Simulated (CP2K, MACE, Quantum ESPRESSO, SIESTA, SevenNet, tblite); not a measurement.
# Bulk modulus two ways: amorphous Si0.8Ge0.2 (114 atoms), CP2K double zeta, PBE+D3(BJ)

The cell holds 114 atoms (91 Si and 23 Ge). Recipe: 114 atoms (91 Si, 23 Ge) placed at random at 2.89 g/cm³, melted at 3500 K for 10 ps at fixed volume with the Tersoff potential (Tersoff, Phys. Rev. B 39, 5566 (1989)). Quenched from 3100 K to 500 K at 50 K/ps and fixed volume, held 5 ps, then minimised at fixed cell. Then the atoms were relaxed with MACE MPA-0 medium in the fixed cell.

Calculated with CP2K 2026.2: PBE+D3(BJ); DZVP-UZH, GTH-PBE potentials, 350 Ry; k-points Γ. The cell is scaled evenly by ±3 % in volume, and MACE MPA-0 medium relaxes the atoms at each volume before the single point.

| volume (Å³/atom) | energy less the middle row's (meV/atom) | pressure (GPa) |
| --- | --- | --- |
| 20.633 | -8.698 | -1.163 |
| 21.272 | 0.000 | -2.698 |
| 21.910 | 10.996 | -3.779 |

**Question.** Find the bulk modulus at the middle volume from the pressures and from the energies, and check the printed pressure against the slope of the energy (1 meV/Å³ = 0.16022 GPa).

**Working.**

The step is h = 0.6381 Å³. From pressures: B = −V dP/dV = 21.272 × (-1.163 − (-3.779)) / (2 × 0.6381) = 43.6 GPa.

From energies: B = V d²E/dV² = 21.272 × (-8.698 + (10.996)) / 0.6381² = 120.0 meV/Å³ = 19.2 GPa.

Slope: P = −dE/dV = −(10.996 − (-8.698)) / (2 × 0.6381) = -15.4 meV/Å³ = -2.47 GPa, against -2.70 GPa printed.

The modulus from energies lies 56 % under that from pressures.

A central difference over ±3 % overstates P by about B(1 + B′)(0.03)²/6, some 0.03 GPa for B′ = 4, which is small against the gap found. The atoms follow MACE MPA-0 medium, so this level's forces do work along the path, which enters the energies but not the printed pressures.

Limits: three points, a static cell at zero temperature, the cell shape held; the modulus is that at -2.7 GPa, not at zero pressure.

[Hosts, paths, dates, database ids (printed as entryN), source tags and the programs' standing remarks are cut or masked in the printed files.]
